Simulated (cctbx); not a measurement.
# What is wrong with this refinement?

Cell a = 3.7410 Å, b = 9.9010 Å, c = 10.4000 Å, α = 90.00°, β = 90.00°, γ = 90.00°; space group Cmcm (no. 63).

Simulated single-crystal data (cctbx): Ga Kα, λ = 1.3414 Å, to d = 0.83 Å, 95 % of the full sphere, strongest reflection 20000 counts, noise from counting, a 6 % proportional error and a noise floor of 2 counts (s.d.); no absorption.

An anisotropic refinement with weights 1/σ² prints:

```text
Rint 0.050, 214 unique reflections to 0.83 A
cycle     R1     wR2    GooF  max shift (A)
   1  0.1419  0.4556  12.714   0.15920
   5  0.1370  0.3387   9.451   0.00026
final R1 0.1370 wR2 0.3387 GooF 9.451  parameters 22  data/parameter 9.7
atom        x        y        z      Ueq    occ   su(xyz)  su(Uiso or U11)
Ga1    0.50000  0.36205  0.56366   0.0208  1.000  0.00033  0.0024
Si1    0.50000  0.32491  0.25000   0.0376  1.000  0.00119  0.0066
O1     0.50000  0.44664  0.11697   0.0403  1.000  0.00244  0.0097
O2     0.00000  0.32211  0.56992   0.0562  1.000  0.00370  0.0141
difference map: max 11.67 min -3.68 rms 0.80
Q1    0.0000  0.2464  0.2500    4   12.17  2.03 A from Si1
Q2    0.0000  0.2881  0.5680    8    5.14  0.34 A from O2
Q3    0.0000  0.1389  0.0633    8    4.38  0.01 A from Ga1
Q4    0.0000  0.0317  0.6373    8    2.20  0.30 A from O1
Q5    0.0000  0.1963  0.7500    4    2.10  0.21 A from Si1
Q6    0.0000  0.3401  0.6729    8    0.80  1.09 A from O2
```

Q: Accept it or mend it, and why?

Mend it. The fault: an atom left out, O at (1/2, 0.2535, 3/4). Against the right model at the same level, R1 goes from 0.0122 to 0.1370 and GooF from 0.88 to 9.45 and the top difference peak, 12.2 e/Å³, lies 2.03 Å from Si1. Q1 is the missing atom. With scattering power missing, scale and phases suffer, so peaks may also grow on the heavy atoms.

The compound is Ga2SiO5. The right model at the same level gives:

```text
Rint 0.050, 214 unique reflections to 0.83 A
cycle     R1     wR2    GooF  max shift (A)
   1  0.0124  0.0327   0.921   0.00065
   2  0.0122  0.0313   0.881   0.00000
final R1 0.0122 wR2 0.0313 GooF 0.881  parameters 26  data/parameter 8.2
atom        x        y        z      Ueq    occ   su(xyz)  su(Uiso or U11)
Ga1    0.50000  0.36196  0.56371   0.0241  1.000  0.00003  0.0002
Si1    0.50000  0.32364  0.25000   0.0414  1.000  0.00013  0.0006
O1     0.50000  0.44951  0.12110   0.0409  1.000  0.00020  0.0010
O2     0.00000  0.30232  0.56627   0.0368  1.000  0.00022  0.0011
O3     0.50000  0.25343  0.75000   0.0392  1.000  0.00029  0.0015
difference map: max 0.33 min -0.22 rms 0.06
Q1    0.0000  0.4773  0.7500    4    0.35  2.41 A from O1
Q2    0.1025  0.4175  0.5641   16    0.24  1.20 A from O2
Q3    0.0000  0.2728  0.0108    8    0.19  0.85 A from O2
Q4    0.2055  0.3729  0.7500    8    0.19  1.62 A from O3
Q5    0.0000  0.4799  0.1165    8    0.14  1.90 A from O1
Q6    0.0000  0.0352  0.0530    8    0.14  1.02 A from Ga1
```

The model was made for the exercise: a known structure type with other elements put in, its volume estimated, not relaxed; displacement parameters are assumed.

[Middle refinement cycles are left out of these outputs.]

[Logs are printed without paths, hosts, clocks, repeated set-up lines and the standing remarks that a program may print on its own settings, such as how far it seeks lower states.]
